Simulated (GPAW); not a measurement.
# B K-edge XANES of Mn2B (I4/mcm), part 2 of 2

Aim: the near-edge shape at the B K edge of Mn2B (I4/mcm), and what the core hole does to it.

GPAW 26.7.0; X-ray absorption from dipole matrix elements to empty bands, plane-wave PAW LDA.

So far. Step 5 (Spectrum with XCH, B atom 5): The total-energy difference is 185.47 eV. Step 6 (Spectrum with FCH, B atom 5): Against the first run the r.m.s. difference is 5 %. The highest intensity below 16 eV goes from 5.2 eV (2.38) to 5.4 eV (2.37).

## 8. Spectrum with XCH, B atom 5

A smaller cell brings the holes closer; here they are 4.2 Å apart.

Changed against the first core-hole run: supercell atoms from 18 to 6; the field's mesh follows (4×4×4 to 5×5×5).

The input, xas.py:

```python
import numpy as np
from ase import Atoms
from ase.parallel import parprint, paropen
from gpaw import GPAW, PW, FermiDirac, Mixer, MixerDif, setup_paths
from gpaw.test import gen
setup_paths.insert(0, '.')
gen('B', name='fch1s', xcname='LDA', corehole=(1, 0, 1), write_xml=True)
from gpaw.mpi import world
world.barrier()

atoms = Atoms('Mn4B2',
    cell=[[-2.574, 2.574, 2.104],
     [2.574, -2.574, 2.104],
     [2.574, 2.574, -2.104]],
    scaled_positions=[[0.837, 0.663, 0.5],
     [0.337, 0.837, 0.174],
     [0.163, 0.337, 0.5],
     [0.663, 0.163, 0.826],
     [0.75, 0.75, 0],
     [0.25, 0.25, 0]],
    magmoms=[4.0, 4.0, 4.0, 4.0, 0.0, 0.0],
    pbc=True)
atoms.calc = calc = GPAW(legacy_gpaw=True, mode=PW(430, force_complex_dtype=True), xc='LDA', setups={4: 'fch1s'},
    kpts={'size': (5, 5, 5), 'gamma': True}, occupations=FermiDirac(0.1),
    charge=-1, mixer=MixerDif(0.05, 8, 50), maxiter=150,
    convergence={'density': 0.0001, 'eigenstates': 1e-6}, txt='scf.txt')
energy = atoms.get_potential_energy() + calc.get_reference_energy()
ef = calc.get_fermi_level()
out = dict(energy=energy, fermi=ef, forces=atoms.get_forces().tolist(), magmoms=atoms.get_magnetic_moments().tolist())
parprint(f'all-electron energy {energy:.4f} eV, Fermi level {ef:.4f} eV')
ev = np.array([[calc.get_eigenvalues(k, s) for k in range(len(calc.get_ibz_k_points()))] for s in range(calc.get_number_of_spins())])
out['homo'], out['lumo'], out['counts'] = ev[ev < ef].max(), ev[ev > ef].min(), sorted(set((ev < ef).sum((0, 2)).tolist()))
out['filled'] = (ev[:, 0] < ef).sum(1).tolist()

from ase.units import Ha
from gpaw.xas import dipole_matrix_elements
nb = int(calc.get_number_of_electrons() / 2) + 56
top = nb
nscf = calc.fixed_density(kpts={'size': (6, 6, 6), 'gamma': True},
    convergence={'eigenstates': 1.0}, txt='nscf.txt')
nscf.diagonalize_full_hamiltonian(nbands=nb)
cell = atoms.cell.array
ops = [cell.T @ U.T @ np.linalg.inv(cell.T) for U in nscf.wfs.kd.symmetry.op_scc]
E = np.arange(-6, 34, 0.1)
fwhm = np.interp(E, [4, 25], [0.9, 3.5])
Y, X, zero, highest = 0, 0, 1e9, 1e9
for spin in range(nscf.get_number_of_spins()):
    wfs = nscf.wfs
    mine = wfs.bd.get_slice()  # this rank's bands
    A = dipole_matrix_elements(wfs.setups[4])
    eps = np.zeros((wfs.kd.nibzkpts, nb))
    d = np.zeros((3, A.shape[1], wfs.kd.nibzkpts, nb), complex)
    for kpt in wfs.kpt_u:
        if kpt.s == spin and 4 in kpt.P_ani:
            eps[kpt.k, mine] = kpt.eps_n * Ha
            d[:, :, kpt.k, mine] = (kpt.weight * wfs.nspins / 2) ** 0.5 * np.inner(A, kpt.P_ani[4])
    world.sum(eps)
    world.sum(d)
    T = np.einsum('amkn,bmkn->abkn', d, d.conj()).real
    T = sum(np.einsum('ai,ijkn,bj->abkn', R, T, R) for R in ops) / len(ops)
    empty = eps > ef
    zero, highest = min(zero, eps[empty].min()), min(highest, eps[:, top - 1].min())
    lines = [(eps, T, empty)] if spin == 0 else lines + [(eps, T, empty)]
for eps, T, empty in lines:
    f = np.einsum('aakn->akn', T).reshape(3, -1)
    x = eps.ravel() - zero
    w = np.interp(x, E, fwhm) / 2.35482
    g = np.exp(-0.5 * ((E[:, None] - x) / w) ** 2) / (w * (2 * np.pi) ** 0.5)
    Y = Y + (f * empty.ravel()) @ g.T
    X = X + (f * ~empty.ravel()) @ g.T
out.update(E=E.round(2).tolist(), xas=Y.tolist(), xes=X.tolist(), zero=zero, valid=highest - zero, nk=len(eps), nb=nb)
for i in range(0, len(E), 10):
    parprint(f'{E[i]:7.2f}', *(f'{v:10.3e}' for v in Y[:, i]))
import json
with paropen('out.json', 'w') as f:
    json.dump(out, f)
```

The run is started by

```console
OMP_NUM_THREADS=1 mpirun -n 4 gpaw python xas.py
```

Run time: 53 s. Hardware: 4 MPI ranks of AMD EPYC 9R14 (Zen 4), shared host; peak memory 0.49 GiB.

These settings depart from the first run's and aren't meant as converged.

Against the first run the r.m.s. difference is 36 %. The highest intensity below 16 eV goes from 5.2 eV (2.38) to 4.0 eV (2.60).

```tsv
E (eV)	first run	this run
-2.0	0.00	0.00
-0.5	0.06	0.06
1.0	0.73	0.79
2.5	1.78	1.42
4.0	1.53	2.60
5.5	2.23	1.03
7.0	1.21	1.35
8.5	1.00	1.68
10.0	1.35	1.07
11.5	0.95	0.69
13.0	0.40	0.49
14.5	0.44	0.44
16.0	0.44	0.43
17.5	0.65	0.66
19.0	0.67	0.71
20.5	0.56	0.54
22.0	0.42	0.38
23.5	0.43	0.46
25.0	0.58	0.64
26.5	0.68	0.71
28.0	0.67	0.69
29.5	0.65	0.63
31.0	0.60	0.52
```

## 9. Spectrum with XCH, B atom 5

A test of how far the result depends on this setting.

Changed against the first core-hole run: broadening from Gaussian full width 0.9 eV up to 4 eV, rising linearly to 3.5 eV at 25 eV to Gaussian full width 0.5 eV up to 4 eV, rising linearly to 1.5 eV at 25 eV.

xas.py, as its differences from that of step 8:

```diff
@@ -10,16 +10,28 @@
 
-atoms = Atoms('Mn4B2',
-    cell=[[-2.574, 2.574, 2.104],
-     [2.574, -2.574, 2.104],
-     [2.574, 2.574, -2.104]],
-    scaled_positions=[[0.837, 0.663, 0.5],
-     [0.337, 0.837, 0.174],
-     [0.163, 0.337, 0.5],
-     [0.663, 0.163, 0.826],
-     [0.75, 0.75, 0],
-     [0.25, 0.25, 0]],
-    magmoms=[4.0, 4.0, 4.0, 4.0, 0.0, 0.0],
+atoms = Atoms('Mn12B6',
+    cell=[[0, 5.148, 0],
+     [5.148, 0, 0],
+     [-2.574, -2.574, -6.312]],
+    scaled_positions=[[0.17033333, 0.99633333, 0.66666667],
+     [0.837, 0.663, 0],
+     [0.50366667, 0.32966667, 0.33333333],
+     [0.67033333, 0.17033333, 0.66666667],
+     [0.337, 0.837, 0],
+     [0.00366667, 0.50366667, 0.33333333],
+     [0.163, 0.337, 0],
+     [0.82966667, 0.00366667, 0.33333333],
+     [0.49633333, 0.67033333, 0.66666667],
+     [0.663, 0.163, 0],
+     [0.32966667, 0.82966667, 0.33333333],
+     [0.99633333, 0.49633333, 0.66666667],
+     [0.75, 0.75, 0.5],
+     [0.41666667, 0.41666667, 0.83333333],
+     [0.08333333, 0.08333333, 0.16666667],
+     [0.91666667, 0.91666667, 0.83333333],
+     [0.58333333, 0.58333333, 0.16666667],
+     [0.25, 0.25, 0.5]],
+    magmoms=[4.0, 4.0, 4.0, 4.0, 4.0, 4.0, 4.0, 4.0, 4.0, 4.0, 4.0, 4.0, 0.0, 0.0, 0.0, 0.0, 0.0, 0.0],
     pbc=True)
-atoms.calc = calc = GPAW(legacy_gpaw=True, mode=PW(430, force_complex_dtype=True), xc='LDA', setups={4: 'fch1s'},
-    kpts={'size': (5, 5, 5), 'gamma': True}, occupations=FermiDirac(0.1),
+atoms.calc = calc = GPAW(legacy_gpaw=True, mode=PW(430, force_complex_dtype=True), xc='LDA', setups={12: 'fch1s'},
+    kpts={'size': (4, 4, 4), 'gamma': True}, occupations=FermiDirac(0.1),
     charge=-1, mixer=MixerDif(0.05, 8, 50), maxiter=150,
@@ -36,7 +48,6 @@
 from gpaw.xas import dipole_matrix_elements
-nb = int(calc.get_number_of_electrons() / 2) + 56
-top = nb
-nscf = calc.fixed_density(kpts={'size': (6, 6, 6), 'gamma': True},
-    convergence={'eigenstates': 1.0}, txt='nscf.txt')
-nscf.diagonalize_full_hamiltonian(nbands=nb)
+nb = int(calc.get_number_of_electrons() / 2) + 162
+top, nb = nb, nb + 8 + nb // 12
+nscf = calc.fixed_density(kpts={'size': (4, 4, 4), 'gamma': True}, nbands=nb,
+    convergence={'bands': top, 'eigenstates': 5e-3}, maxiter=60, txt='nscf.txt')
 cell = atoms.cell.array
@@ -44,3 +55,3 @@
 E = np.arange(-6, 34, 0.1)
-fwhm = np.interp(E, [4, 25], [0.9, 3.5])
+fwhm = np.interp(E, [4, 25], [0.5, 1.5])
 Y, X, zero, highest = 0, 0, 1e9, 1e9
@@ -49,3 +60,3 @@
     mine = wfs.bd.get_slice()  # this rank's bands
-    A = dipole_matrix_elements(wfs.setups[4])
+    A = dipole_matrix_elements(wfs.setups[12])
     eps = np.zeros((wfs.kd.nibzkpts, nb))
@@ -53,5 +64,5 @@
     for kpt in wfs.kpt_u:
-        if kpt.s == spin and 4 in kpt.P_ani:
+        if kpt.s == spin and 12 in kpt.P_ani:
             eps[kpt.k, mine] = kpt.eps_n * Ha
-            d[:, :, kpt.k, mine] = (kpt.weight * wfs.nspins / 2) ** 0.5 * np.inner(A, kpt.P_ani[4])
+            d[:, :, kpt.k, mine] = (kpt.weight * wfs.nspins / 2) ** 0.5 * np.inner(A, kpt.P_ani[12])
     world.sum(eps)
```

The job ended after 5.5 min (4 MPI ranks; peak memory 1.2 GiB; 22 min of CPU time).

```tsv
E (eV)	first run	this run
-2.0	0.00	0.00
-1.0	0.00	0.00
0.0	0.31	0.31
1.0	0.73	0.58
2.0	1.63	1.76
3.0	1.52	1.36
4.0	1.53	1.66
5.0	2.24	2.79
6.0	1.62	1.38
7.0	1.21	1.28
8.0	0.91	0.67
9.0	1.17	1.30
10.0	1.35	1.22
11.0	1.25	1.61
12.0	0.63	0.42
13.0	0.40	0.36
14.0	0.44	0.49
15.0	0.42	0.39
16.0	0.44	0.33
17.0	0.58	0.62
18.0	0.68	0.76
19.0	0.67	0.63
20.0	0.61	0.71
21.0	0.51	0.47
22.0	0.42	0.40
23.0	0.41	0.29
24.0	0.47	0.43
25.0	0.58	0.63
26.0	0.66	0.75
27.0	0.69	0.74
28.0	0.67	0.65
29.0	0.66	0.60
30.0	0.64	0.70
31.0	0.60	0.70
32.0	0.52	0.48
```

The scaled spectrum changes by 16 % r.m.s. The highest intensity below 16 eV goes from 5.2 eV (2.38) to 5.2 eV (3.03).

The photon energy of the zero moves by +0.00 eV.

## 10. What the core hole does

Both curves are counted from their own zero, so only the shift of weight within the empty states shows.

```tsv
E (eV)	no hole	XCH
-2.0	0.00	0.00
-1.0	0.00	0.00
0.0	0.18	0.31
1.0	0.30	0.73
2.0	0.59	1.63
3.0	0.94	1.52
4.0	1.04	1.53
5.0	0.81	2.24
6.0	1.85	1.62
7.0	1.37	1.21
8.0	1.23	0.91
9.0	1.12	1.17
10.0	1.44	1.35
11.0	2.16	1.25
12.0	1.72	0.63
13.0	0.88	0.40
14.0	0.66	0.44
15.0	0.68	0.42
16.0	0.59	0.44
17.0	0.58	0.58
18.0	0.68	0.68
19.0	0.77	0.67
20.0	0.82	0.61
21.0	0.77	0.51
22.0	0.64	0.42
23.0	0.51	0.41
24.0	0.48	0.47
25.0	0.55	0.58
26.0	0.66	0.66
27.0	0.74	0.69
28.0	0.77	0.67
29.0	0.77	0.66
30.0	0.78	0.64
31.0	0.78	0.60
32.0	0.71	0.52
```

With each curve scaled to its own mean, the area from −2 to 6 eV with the hole is 8.8 against 4.8, and the centre of weight from −1 to 20 eV moves by -1.7 eV: the hole pulls the absorber's empty states down.

## 11. Summary of results

- absorber and edge: B K, atom 5 of the ground-state input (counted from 1)
- surroundings: 2 B at 2.10 Å and 8 Mn at 2.20 Å (10-fold, site symmetry 422)
- highest intensity below 16 eV: 5.2 eV above the zero, height 2.38
- photon energy of the zero (spin-polarised hole, raw): 185.5 eV (LDA puts this hole about 2 eV below PBE, itself good to a few eV)

**Reading.** The B K edge of atom 5, with 2 B at 2.10 Å and 8 Mn at 2.20 Å (10-fold, site symmetry 422), has its highest intensity of the first 16 eV at 5.2 eV above the zero, near 191 eV in photon energy (LDA puts this hole about 2 eV below PBE, itself good to a few eV), 2.4 times the mean level of the first 20 eV (Gaussian full width 0.9 eV up to 4 eV, rising linearly to 3.5 eV at 25 eV). With each curve scaled to its own mean, the area from −2 to 6 eV with the hole is 8.8 against 4.8, and the centre of weight from −1 to 20 eV moves by -1.7 eV: the hole pulls the absorber's empty states down. Changing the core hole to FCH alters the shape by 5 % r.m.s., so the result is insensitive to this choice. A cell with holes 4.2 Å apart changes the curve by 36 % r.m.s. (29 % after the best shift). Changing the broadening from Gaussian full width 0.9 eV up to 4 eV, rising linearly to 3.5 eV at 25 eV to Gaussian full width 0.5 eV up to 4 eV, rising linearly to 1.5 eV at 25 eV alters the shape by 16 % r.m.s., a modest effect on the whole. At the B K edge of atom 5 polarisation matters most near 7.2 eV, where the curves differ by 1.5 on this scale. The hole lies in one spin channel, while the script sums the empty states of both and takes the lower zero; where the two channels are split, this blurs and shifts the curve. The starting moments shrank to 0.00 μB or less, so this is hardly a magnetic state. The holes are only 5.1 Å apart, so the shape is probably not converged with cell size; no larger cell was run here. The mesh is coarse (0.33 Å⁻¹ between points), so small maxima may be mesh ripples. The structure is a published determination, not relaxed.

[Logs are printed without paths, hosts, clocks, repeated set-up lines and the standing remarks that a program may print on its own settings, such as how far it seeks lower states.]

[Hosts, paths, dates, database ids (printed as entryN), source tags and the programs' standing remarks are cut or masked in the printed files.]

[Lists of maxima count a maximum above −3 eV only where it reaches 4 % of the highest in the window and stands out from its surroundings by 2 % of it (1.5 % where it reaches 55 %); shoulders and weaker maxima are passed over, and of the rest the first, up to two pre-edge ones and the few strongest are named.]
